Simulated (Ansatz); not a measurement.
## La3TlC (Pm-3m): phonons and vibrational spectra

Aim: the vibrations of La3TlC (Pm-3m), their spectra, and whether the structure is stable.

Program: Ansatz 0.2.0. Level of theory: DFT PBEsol, scalar-relativistic, plane waves, PAW; PAW set soft_1. Results are calculated unless marked as measured.

### Step 1. Set-up

Symmetry: Pm-3m, No. 221, cubic system. Conventional cell: a = 5.241 Å, b = 5.241 Å, c = 5.241 Å, α = 90.00°, β = 90.00°, γ = 90.00°. La has 2 C at 2.62 Å and 4 Tl at 3.71 Å and 8 La at 3.71 Å nearest. Nearest to Tl lie 12 La at 3.71 Å. C has 6 La at 2.62 Å nearest. Farther neighbours are not listed.

### Step 2. Relaxation

Harmonic phonons are second derivatives at a point where the forces vanish, and they are wanted at zero stress, so atoms and cell are relaxed first.

input.yaml reads:

```yaml
crystal:
  lattice:
    - [5.24077264, 0.0, 0.0]
    - [0.0, 5.24077264, 0.0]
    - [0.0, 0.0, 5.24077264]
  atoms:
    - { symbol: La, position: [0.5, 0.0, 0.5] }
    - { symbol: La, position: [0.0, 0.5, 0.5] }
    - { symbol: La, position: [0.5, 0.5, 0.0] }
    - { symbol: Tl, position: [0.0, 0.0, 0.0] }
    - { symbol: C, position: [0.5, 0.5, 0.5] }
kpoints:
  mp_grid: { grid: [8, 8, 8] }
hamiltonian:
  xc: pbesol
  pseudopotentials: { kind: paw, azcp: { folder: soft_1 }, xc_functional: pbe }
scf:
  occupations: { method: gaussian, width: 0.1 }
output:
  forces: true
  stress: true
  eigenvalues: true
relax:
  adjacent_minimum: "off"
  f_tol: 0.005
  max_steps: 80
  cell: { stress_tol: 0.05 }
```

Run with:

```console
$ ansatz run input.yaml --threads 4 --pin off --max-ram 10240MiB --backend cpu --events-out ev --progress --plain --runs-dir out
```

Numbers of over 12 decimals in the logs are rounded to 6 here.

The program printed:

```text
Engine: ansatz 0.2.0, aarch64-unknown-linux-gnu
Pseudopotentials: kind: paw
Pseudopotential: La, paw, valence charge 11, recommended cutoff 420 eV (normal), soft_1/La.paw.azcp
Pseudopotential: Tl, paw, valence charge 13, recommended cutoff 420 eV (normal), soft_1/Tl.paw.azcp
Pseudopotential: C, paw, valence charge 4, recommended cutoff 420 eV (normal), soft_1/C.paw.azcp
Functional definition: PBEsol
  exchange = pbesol_x
  correlation = pbesol_c
Crystal: 5 atoms, lattice volume = 143.941 Å³
Basis set: ecut = 420 eV, 2801 PW (Γ), exchange–correlation on 72×72×72 points (8 copies of the dense FFT grid, shifted against one another)
Bands: 30, of which v1, the nominal top of the filled ones, is band 25 counted from 1 (24 counted from 0)
Symmetry: 48 space group operations
Space group: Pm-3m (ITA 221), of the structure as read, at distance tolerance 5.2e-5 Å
k-points: 35 of 512
Non-local potential: La, projectors of the file, l = 0: 3, l = 1: 2, l = 2: 2, l = 3: 3
Non-local potential: Tl, projectors of the file, l = 0: 2, l = 1: 2, l = 2: 2, l = 3: 1
Non-local potential: C, projectors of the file, l = 0: 2, l = 1: 2, l = 2: 1
PAW form: soft (Blöchl's): semilocal exchange-correlation on the pseudo side does not see the compensation charge
PAW frozen core: La, regenerated for the run's functional, and the local potential with it (the file was generated under x = pbe(κ = 0.804, μ = 0.219515), c = pbe(β = 0.066725))
PAW frozen core: Tl, regenerated for the run's functional, and the local potential with it (the file was generated under x = pbe(κ = 0.804, μ = 0.219515), c = pbe(β = 0.066725))
PAW frozen core: C, regenerated for the run's functional, and the local potential with it (the file was generated under x = pbe(κ = 0.804, μ = 0.219515), c = pbe(β = 0.066725))
PAW one-centre angular grid: La, 590 points (default); XC on 64 Gauss nodes
PAW one-centre angular grid: Tl, 590 points (default); XC on 64 Gauss nodes
PAW one-centre angular grid: C, 110 points (default); XC on 64 Gauss nodes
Initial density: superposition of atomic densities (chi_scale 0.1, normalization cell, long waves kept (reshape's long-wave potential 0.00 eV rms))
Initial wavefunctions: pseudopotential atomic-orbital guess
Functional: x = pbesol(κ = 0.804, μ = 0.123457), c = pbesol(β = 0.046)
SCF iter   1: F=—  HF=-30032.417095 eV  |F-HF|=—  |Δ(HF+E_count)|=         —  Δρ=4.72e-2  dr2=1.04e1  ethr=3.10e-3  ⟨swp⟩=5.1  Hψ=4823  notcnv=0
preconditioner: auto → Kerker (q_TF=auto, 2.287 Å⁻¹)  [metal: Δε(μ)=0.027 eV  Ē_g=10.698 eV  σ=0.100 eV  W_gap=0.15  n_scr=26 (ndim 8)  ℏωp=20.5 eV  f_vac=0.000  D(μ)=3.99/eV (n_scr^D=26)]
SCF iter   2: F=—  HF=-30030.576325 eV  |F-HF|=—  |Δ(HF+E_count)|=    1.84e0  Δρ=2.00e-2  dr2=1.67e0  ethr=3.10e-3  ⟨swp⟩=3.2  Hψ=2104  notcnv=0  defer=15
SCF iter   3: F=—  HF=-30030.233633 eV  |F-HF|=—  |Δ(HF+E_count)|=   3.43e-1  Δρ=8.79e-3  dr2=2.73e-1  ethr=3.10e-3  ⟨swp⟩=2.6  Hψ=1735  notcnv=0  defer=15
SCF iter   4: F=—  HF=-30030.182475 eV  |F-HF|=—  |Δ(HF+E_count)|=   5.12e-2  Δρ=2.32e-3  dr2=9.69e-3  ethr=5.47e-4  ⟨swp⟩=3.4  Hψ=1611  notcnv=0  defer=15
SCF iter   5: F=—  HF=-30030.182392 eV  |F-HF|=—  |Δ(HF+E_count)|=   8.30e-5  Δρ=9.42e-4  dr2=2.75e-3  ethr=1.94e-5  ⟨swp⟩=2.0  Hψ=1586  notcnv=0  defer=15
SCF iter   6: F=—  HF=-30030.182133 eV  |F-HF|=—  |Δ(HF+E_count)|=   2.59e-4  Δρ=2.32e-4  dr2=1.19e-4  ethr=5.50e-6  ⟨swp⟩=2.0  Hψ=1465  notcnv=0  defer=15
SCF iter   7: F=—  HF=-30030.182128 eV  |F-HF|=—  |Δ(HF+E_count)|=   5.38e-6  Δρ=1.16e-4  dr2=3.89e-5  ethr=2.37e-7  ⟨swp⟩=2.0  Hψ=1687  notcnv=0  defer=15
SCF iter   8: F=—  HF=-30030.182123 eV  |F-HF|=—  |Δ(HF+E_count)|=   5.23e-6  Δρ=2.72e-5  dr2=2.54e-6  ethr=7.79e-8  ⟨swp⟩=1.9  Hψ=1122  notcnv=0  defer=15
SCF iter   9: F=-30030.182122 eV  HF=-30030.182122 eV  |F-HF|=4.04e-8  |Δ(HF+E_count)|=   2.91e-7  Δρ=3.61e-6  dr2=5.58e-8  ethr=2.00e-10  ⟨swp⟩=10.7  Hψ=6060  notcnv=0
SCF 1 converged in 9 iterations: F = -30030.182122 eV  dr2 = 5.58e-8
  greatest PAW one-centre occupation: 0.971 electrons in one spin orbital (limit 2), on the La atom at site 1 (counted from 0), in its partial waves of l = 0
relax step   1: F+E_penalty+E_count = -30030.18212222 eV  Δ(F+E_penalty+E_count) = +0.000e0 eV  max|allowed force component| = 5.838e-29 eV/Å  Δτ_max = 0.0000 Å  P = -2.481 GPa  Ω = 143.941 Å³  (9 SCF iters, dr2 threshold 1.00e-7 eV, accepted)
Crystal: 5 atoms, lattice volume = 131.694 Å³
Basis set: ecut = 420 eV, 2553 PW (Γ), exchange–correlation on 72×72×72 points (8 copies of the dense FFT grid, shifted against one another)
Initial density: handed on by an earlier stage of this run
Initial wavefunctions: those handed on with the density
iter 1 solved again at ethr=1.09e-3 eV; its pass at ethr=3.10e-3 eV (dr2=5.47e-1 eV) is discarded
SCF iter   1: F=—  HF=-30030.270591 eV  |F-HF|=—  |Δ(HF+E_count)|=         —  Δρ=1.21e-2  dr2=5.76e-1  ethr=1.09e-3  ⟨swp⟩=1.0  Hψ=6756  notcnv=0
preconditioner: auto → Kerker (q_TF=auto, 2.322 Å⁻¹)  [metal: Δε(μ)=0.005 eV  Ē_g=11.076 eV  σ=0.100 eV  W_gap=0.03  n_scr=26 (ndim 8)  ℏωp=21.5 eV  f_vac=0.000  D(μ)=4.56/eV (n_scr^D=32)]
SCF iter   2: F=—  HF=-30030.195400 eV  |F-HF|=—  |Δ(HF+E_count)|=   7.52e-2  Δρ=4.52e-3  dr2=4.48e-2  ethr=1.09e-3  ⟨swp⟩=2.9  Hψ=1564  notcnv=0
SCF iter   3: F=—  HF=-30030.186635 eV  |F-HF|=—  |Δ(HF+E_count)|=   8.76e-3  Δρ=1.90e-3  dr2=1.66e-2  ethr=8.97e-5  ⟨swp⟩=2.0  Hψ=1579  notcnv=0  defer=1
SCF iter   4: F=—  HF=-30030.182947 eV  |F-HF|=—  |Δ(HF+E_count)|=   3.69e-3  Δρ=8.71e-4  dr2=3.78e-3  ethr=3.31e-5  ⟨swp⟩=1.6  Hψ=1082  notcnv=0  defer=1
SCF iter   5: F=—  HF=-30030.182016 eV  |F-HF|=—  |Δ(HF+E_count)|=   9.31e-4  Δρ=1.72e-4  dr2=1.56e-4  ethr=7.57e-6  ⟨swp⟩=2.1  Hψ=1308  notcnv=0  defer=1
SCF iter   6: F=—  HF=-30030.181987 eV  |F-HF|=—  |Δ(HF+E_count)|=   2.87e-5  Δρ=4.14e-5  dr2=5.25e-6  ethr=3.12e-7  ⟨swp⟩=2.0  Hψ=1870  notcnv=0  defer=1
SCF iter   7: F=-30030.181986 eV  HF=-30030.181986 eV  |F-HF|=2.40e-8  |Δ(HF+E_count)|=   1.04e-6  Δρ=7.10e-6  dr2=8.07e-8  ethr=1.00e-9  ⟨swp⟩=8.9  Hψ=6191  notcnv=0
SCF 2 converged in 7 iterations: F = -30030.181986 eV  dr2 = 8.07e-8
  greatest PAW one-centre occupation: 0.971 electrons in one spin orbital (limit 2), on the La atom at site 2 (counted from 0), in its partial waves of l = 0
relax step   2: F+E_penalty+E_count = -30030.18198641 eV  Δ(F+E_penalty+E_count) = +1.358e-4 eV  max|allowed force component| = 6.153e-30 eV/Å  Δτ_max = 0.0000 Å  P = +2.920 GPa  Ω = 131.694 Å³  energy of the carried Pulay correction = +2.139e-3 eV  (7 SCF iters, dr2 threshold 5.00e-7 eV, rejected (line search))
Crystal: 5 atoms, lattice volume = 138.044 Å³
Basis set: ecut = 420 eV, 2721 PW (Γ), exchange–correlation on 72×72×72 points (8 copies of the dense FFT grid, shifted against one another)
iter 1 solved again at ethr=3.29e-4 eV; its pass at ethr=3.10e-3 eV (dr2=1.65e-1 eV) is discarded
SCF iter   1: F=—  HF=-30030.261331 eV  |F-HF|=—  |Δ(HF+E_count)|=         —  Δρ=6.52e-3  dr2=1.72e-1  ethr=3.29e-4  ⟨swp⟩=1.1  Hψ=6863  notcnv=0
preconditioner: auto → Kerker (q_TF=auto, 2.303 Å⁻¹)  [metal: Δε(μ)=0.022 eV  Ē_g=11.188 eV  σ=0.100 eV  W_gap=0.12  n_scr=26 (ndim 8)  ℏωp=21.0 eV  f_vac=0.000  D(μ)=3.25/eV (n_scr^D=18)]
SCF iter   2: F=—  HF=-30030.237809 eV  |F-HF|=—  |Δ(HF+E_count)|=   2.35e-2  Δρ=2.39e-3  dr2=1.51e-2  ethr=3.29e-4  ⟨swp⟩=2.1  Hψ=1432  notcnv=0
SCF iter   3: F=—  HF=-30030.234836 eV  |F-HF|=—  |Δ(HF+E_count)|=   2.97e-3  Δρ=1.05e-3  dr2=5.77e-3  ethr=3.02e-5  ⟨swp⟩=2.0  Hψ=1576  notcnv=0  defer=2
SCF iter   4: F=—  HF=-30030.233397 eV  |F-HF|=—  |Δ(HF+E_count)|=   1.44e-3  Δρ=3.55e-4  dr2=6.87e-4  ethr=1.15e-5  ⟨swp⟩=2.1  Hψ=1354  notcnv=0  defer=2
SCF iter   5: F=—  HF=-30030.233220 eV  |F-HF|=—  |Δ(HF+E_count)|=   1.77e-4  Δρ=6.11e-5  dr2=1.40e-5  ethr=1.37e-6  ⟨swp⟩=2.1  Hψ=1731  notcnv=0  defer=2
SCF iter   6: F=—  HF=-30030.233224 eV  |F-HF|=—  |Δ(HF+E_count)|=   4.52e-6  Δρ=1.31e-5  dr2=6.83e-7  ethr=2.81e-8  ⟨swp⟩=2.1  Hψ=1348  notcnv=0  defer=2
SCF iter   7: F=—  HF=-30030.233228 eV  |F-HF|=—  |Δ(HF+E_count)|=   3.75e-6  Δρ=2.36e-6  dr2=1.28e-8  ethr=1.37e-9  ⟨swp⟩=2.1  Hψ=1634  notcnv=0  defer=2
SCF iter   8: F=—  HF=-30030.233228 eV  |F-HF|=—  |Δ(HF+E_count)|=   2.45e-9  Δρ=5.78e-7  dr2=5.17e-10  ethr=2.55e-11  ⟨swp⟩=2.3  Hψ=1759  notcnv=0  defer=2
SCF iter   9: F=-30030.233228 eV  HF=-30030.233228 eV  |F-HF|=2.91e-11  |Δ(HF+E_count)|=  2.18e-11  Δρ=1.39e-7  dr2=3.96e-11  ethr=1.00e-12  ⟨swp⟩=9.8  Hψ=6086  notcnv=0
SCF 3 converged in 9 iterations: F = -30030.233228 eV  dr2 = 3.96e-11
relax step   3: F+E_penalty+E_count = -30030.23322814 eV  Δ(F+E_penalty+E_count) = -5.111e-2 eV  max|allowed force component| = 3.182e-30 eV/Å  Δτ_max = 0.0000 Å  P = -0.164 GPa  Ω = 138.044 Å³  energy of the carried Pulay correction = +1.007e-3 eV  (9 SCF iters, accepted)
[...]
relax step   4: F+E_penalty+E_count = -30030.23348270 eV  Δ(F+E_penalty+E_count) = -2.546e-4 eV  max|allowed force component| = 8.493e-30 eV/Å  Δτ_max = 0.0000 Å  P = -0.007 GPa  Ω = 137.685 Å³  energy of the carried Pulay correction = +1.069e-3 eV  (6 SCF iters, dr2 threshold 6.71e-8 eV, accepted)
Initial wavefunctions: pseudopotential atomic-orbital guess (no wavefunctions were taken with the density)
iter 1 solved again at ethr=1.06e-7 eV; its pass at ethr=3.10e-3 eV (dr2=5.29e-5 eV) is discarded
SCF iter   1: F=—  HF=-30030.232592 eV  |F-HF|=—  |Δ(HF+E_count)|=         —  Δρ=3.77e-5  dr2=3.71e-7  ethr=1.06e-7  ⟨swp⟩=5.0  Hψ=8310  notcnv=0
preconditioner: auto → Kerker (q_TF=auto, 2.304 Å⁻¹)  [metal: Δε(μ)=0.025 eV  Ē_g=11.137 eV  σ=0.100 eV  W_gap=0.14  n_scr=26 (ndim 8)  ℏωp=21.0 eV  f_vac=0.000  D(μ)=4.32/eV (n_scr^D=26)]
SCF iter   2: F=—  HF=-30030.232608 eV  |F-HF|=—  |Δ(HF+E_count)|=   1.61e-5  Δρ=1.98e-5  dr2=1.02e-7  ethr=7.42e-10  ⟨swp⟩=2.0  Hψ=1922  notcnv=0
SCF iter   3: F=—  HF=-30030.232608 eV  |F-HF|=—  |Δ(HF+E_count)|=   1.56e-7  Δρ=8.36e-6  dr2=1.51e-8  ethr=2.04e-10  ⟨swp⟩=2.0  Hψ=1253  notcnv=0
SCF iter   4: F=—  HF=-30030.232608 eV  |F-HF|=—  |Δ(HF+E_count)|=   3.26e-8  Δρ=3.18e-7  dr2=7.79e-11  ethr=3.03e-11  ⟨swp⟩=2.0  Hψ=1335  notcnv=0
SCF iter   5: F=-30030.232608 eV  HF=-30030.232608 eV  |F-HF|=7.28e-12  |Δ(HF+E_count)|=  4.00e-11  Δρ=1.13e-7  dr2=1.08e-11  ethr=1.00e-12  ⟨swp⟩=6.6  Hψ=4923  notcnv=0
SCF 5 converged in 5 iterations: F = -30030.232608 eV  dr2 = 1.08e-11
relax step   5: F+E_penalty+E_count = -30030.23260848 eV  Δ(F+E_penalty+E_count) = +8.742e-4 eV  max|allowed force component| = 4.615e-30 eV/Å  Δτ_max = 0.0000 Å  P = -0.017 GPa  Ω = 137.685 Å³  stress off target by 1.68e-2 GPa  SCF on the basis re-selected at this cell (its energy is not comparable with the rows above)  (5 SCF iters)
basis re-selected at this cell: Δ(F+E_penalty+E_count) = +8.742e-4 eV, ΔP = -0.010 GPa vs the last step (what re-selecting the basis moved, of the pressure what is left beyond the Pulay correction that the steps carried, after the strain that the cell walked since its last selection, with what the two solves' SCF thresholds leave and, on support functions, any second-order correction that the steps lacked; it is no m [...]
SCF converged after 5 iterations
Free energy (F): -30030.232608 eV
Harris-Foulkes:  -30030.232608 eV  (|F-HF|=7.28e-12)
Internal energy: -30030.210989 eV  (E = F + TS)
E sigma→0 (E₀):  -30030.221799 eV
Entropy (-TS):   -0.021619 eV (-4.324 meV/atom)
Fermi energy:    11.180753 eV
--- Per-component energies (eV) ---
  E_band       = -71.893854
  E_kinetic    = 911.140941
  E_local      = -1827.619390  (includes V_loc(G=0)·N_el)
  E_nonlocal   = 607.000017
  E_hartree    = 663.234246
  E_xc         = -656.150922
  E_vxc        = -615.047301  (∫ρ·V_xc dr)
  E_paw        = -26122.305654  (= ΣΔE_a)
  E_vpaw       = -473.836609  (= ΣTr[D̂ρ^β])
  E_aug_tail   = -0.000030  (compensation charges beyond the density's cutoff)
  E_ewald      = -3606.076740
  E_core_change = 0.566542  (= ΣΔE_core)
  E_smearing   = -0.021619  (= −TS)
  E_closure    = 0.000000  (closes the sum)
  Σ components = -30030.232608   (vs F -30030.232608, Δ=0.00e0)
--- Forces (eV/Å), atoms counted from 1 ---
  atom   1  La    -0.00000000     0.00000000     0.00000000
  atom   2  La     0.00000000    -0.00000000     0.00000000
  atom   3  La    -0.00000000     0.00000000     0.00000000
  atom   4  Tl     0.00000000    -0.00000000    -0.00000000
  atom   5  C      0.00000000    -0.00000000     0.00000000
  max |Σ_I F_I| component: 8.48e-30 eV/Å
--- Stress (GPa, compression-positive) ---
       -0.016774       0.000000       0.000000
        0.000000      -0.016774       0.000000
        0.000000       0.000000      -0.016774
  P = ⅓ Tr σ = -0.0168 GPa (-0.168 kbar)
--- Band table (eV; the first three rows and the last of 35) ---
  k-point 0: bands = [... 21 lower, 10.7144, 10.7144, 10.7144, 11.2509, 11.2509, 11.2509, 12.2746, 12.2746, ... 1 higher]
  k-point 1: bands = [... 21 lower, 10.6701, 10.7432, 10.8431, 10.8874, 11.3036, 11.3036, 12.0538, 12.2367, ... 1 higher]
  k-point 2: bands = [... 21 lower, 10.6262, 10.6262, 10.8184, 11.2287, 11.2287, 11.2350, 12.0835, 12.3758, ... 1 higher]
  k-point 34: bands = [... 21 lower, 8.0576, 11.6266, 11.6266, 11.6266, 12.6521, 12.6521, 12.6521, 12.8472, ... 1 higher]
--- Relaxed structure (4 steps of the walk, 3 accepted, 1 SCFs on fresh bases) ---
  F+E_penalty+E_count = -30030.23260848 eV   max|allowed force component| = 4.615e-30 eV/Å   (the final SCF, on the basis selected at the relaxed cell)
  cell:  # Å, volume = 137.6853 Å³
    - [5.163718, 0, 0]
    - [0, 5.163718, 0]
    - [0, 0, 5.163718]
  atoms:
    - { symbol: La, position: [0.5, 0, 0.5] }
    - { symbol: La, position: [0, 0.5, 0.5] }
    - { symbol: La, position: [0.5, 0.5, 0] }
    - { symbol: Tl, position: [0, 0, 0] }
    - { symbol: C, position: [0.5, 0.5, 0.5] }
```

Wall time 16 s (4 threads of Arm Neoverse V1, shared host); peak memory 0.57 GiB; 60 s of CPU time.

Relaxation path:

| step | energy less that of the first step (eV) | largest force component (eV/Å) | pressure (GPa) | volume (Å³) |
| --- | --- | --- | --- | --- |
| 1 | 0.0000 | 0.0000 | -2.48 | 143.94 |
| 2 | 0.0001 | 0.0000 | 2.92 | 131.69 |
| 3 | -0.0511 | 0.0000 | -0.16 | 138.04 |
| 4 | -0.0514 | 0.0000 | -0.01 | 137.69 |
| 5* | -0.0505 | 0.0000 | -0.02 | 137.69 |

Relaxation steps marked * repeat the geometry before them on a plane-wave basis chosen anew for their cell, so energy and pressure can jump there. Relaxation step 2 was tried and not accepted.

The run keeps the 48 symmetry operations that it works with, so distortions that break them were not tested.

| conventional cell, symmetrised | before | after | change |
| --- | --- | --- | --- |
| a (Å) | 5.241 | 5.164 | -1.5 % |
| b (Å) | 5.241 | 5.164 | -1.5 % |
| c (Å) | 5.241 | 5.164 | -1.5 % |
| volume (Å³/atom) | 28.79 | 27.54 | -4.3 % |

This step gave:

- pressure: -0.01677 GPa
- volume per atom: 27.54 Å³
- gap on the k-mesh: 0 eV

In this step the volume went from 28.79 to 27.54 Å³/atom.

### Step 3. Tight relaxation

Phonons need a cell at rest on their own settings, so the relaxation is repeated with tight tolerances on forces and stress on the k mesh and occupations of the first response run.

input.yaml reads:

```yaml
crystal:
  lattice:
    - [5.1637175733, 0.0, 0.0]
    - [0.0, 5.1637175733, 0.0]
    - [0.0, 0.0, 5.1637175733]
  atoms:
    - { symbol: La, position: [0.5, 0.0, 0.5] }
    - { symbol: La, position: [0.0, 0.5, 0.5] }
    - { symbol: La, position: [0.5, 0.5, 0.0] }
    - { symbol: Tl, position: [0.0, 0.0, 0.0] }
    - { symbol: C, position: [0.5, 0.5, 0.5] }
kpoints:
  mp_grid: { grid: [8, 8, 8] }
hamiltonian:
  xc: pbesol
  pseudopotentials: { kind: paw, azcp: { folder: soft_1 }, xc_functional: pbe }
scf:
  occupations: { method: methfessel_paxton, width: 0.2 }
output:
  forces: true
  stress: true
  eigenvalues: true
  write_density: true
  write_potential: true
  elf: true
  volumetric_format: npy
relax:
  adjacent_minimum: "off"
  f_tol: 0.001
  max_steps: 60
  cell: { stress_tol: 0.01 }
```

The program printed:

```text
[...]
Crystal: 5 atoms, lattice volume = 137.685 Å³
Basis set: ecut = 420 eV, 2721 PW (Γ), exchange–correlation on 72×72×72 points (8 copies of the dense FFT grid, shifted against one another)
Bands: 30, of which v1, the nominal top of the filled ones, is band 25 counted from 1 (24 counted from 0)
Symmetry: 48 space group operations
[...]
k-points: 35 of 512
[...]
--- Relaxed structure (3 steps of the walk, 2 accepted, 1 SCFs on fresh bases) ---
[...]
cell:  # Å, volume = 137.6364 Å³
    - [5.163107, 0, 0]
    - [0, 5.163107, 0.0]
    - [0, 0.0, 5.163107]
  atoms:
    - { symbol: La, position: [0.500000, 0, 0.500000] }
    - { symbol: La, position: [0, 0.500000, 0.500000] }
    - { symbol: La, position: [0.500000, 0.500000, 0] }
    - { symbol: Tl, position: [0, 0, 0] }
    - { symbol: C, position: [0.500000, 0.500000, 0.500000] }
[key lines of the parts left out:]
SCF converged after 5 iterations
Free energy (F): -30030.224392 eV
Fermi energy:    11.180352 eV
P = ⅓ Tr σ = -0.0000 GPa (-0.000 kbar)
```

Elapsed: 13 s, on 4 threads; peak memory 0.56 GiB; 51 s of CPU time.

Little changed from the start: no atom moved by 0.005 Å and no cell edge by 0.1 %.

This step gave:

```yaml
pressure: -2.50e-5 GPa
volume_per_atom: 27.53 Å³
```

ELF in the ac plane at fractional y = 0.500, with atoms of La and C within 0.2 Å of it. It is the smooth field of the valence electrons, not physical close to the nuclei.

Ten even steps from '0' (0.06) to '9' (0.81), each cell a mean:
```
42028952795013
11004999972001
10000355420000
75202344431037
99724899972499
27935963883695
06945930783682
69835988983598
98413677752279
42001223210013
00002688840000
21016986993012
42028920695114
```
Columns run along a (5.2 Å), rows up along c (5.2 Å). Atoms in or near the plane, at fractional coordinates: La at (0.00, 0.50), La at (0.50, 0.00), C at (0.50, 0.50).

Electrostatic potential energy in the ac plane at fractional y = 0.500, with atoms of La and C within 0.2 Å of it. With pseudopotentials it is smooth inside the atoms' cores, unlike the true potential.

Ten even steps from '0' (-31 eV) to '9' (14 eV), each cell a mean:
```
99985024027999
99987410258999
88998766789998
67899998999876
02589976899741
40279600388512
61278500188504
10489832698620
34789988999863
78899888899988
99998633478999
99986201047999
99985046126999
```
Columns run along a (5.2 Å; values clipped at the 3rd and 97th percentile), rows up along c (5.2 Å). Atoms in or near the plane, at fractional coordinates: La at (0.00, 0.50), La at (0.50, 0.00), C at (0.50, 0.50).

Valence density in the ac plane at fractional y = 0.500, with atoms of La and C within 0.2 Å of it. It is the smooth field of the valence electrons, not physical close to the nuclei.

Ten even steps from '_' (0.1 e/Å³) to '@' (1.8 e/Å³), each cell a mean:
```
________--##@@@@@@++..______
________..==####**--________
__________..::--::..________
::..______........______..::
%%**--....::====--..__..==##
@@@@++::..==##%%**::..--##@@
@@@@**::::++%%%%##--..--%%@@
@@%%==....--**##==::..::**@@
++==..____..::::::..__..::==
..________........__________
__________::==++==..________
________::**%%@@%%==..______
________--%%@@@@@@**..______
```
Columns run along a (5.2 Å), rows up along c (5.2 Å). Atoms in or near the plane, at fractional coordinates: La at (0.00, 0.50), La at (0.50, 0.00), C at (0.50, 0.50).

The forces vanish by symmetry and the pressure is 0.000 GPa, within the tolerances set. The cell now holds 27.53 Å³/atom.

(Part 1 of 2 ends here.)

[Logs are printed without paths, hosts, clocks, repeated set-up lines and the standing remarks that a program may print on its own settings, such as how far it seeks lower states.]

[Hosts, paths, dates, database ids (printed as entryN), source tags and the programs' standing remarks are cut or masked in the printed files.]
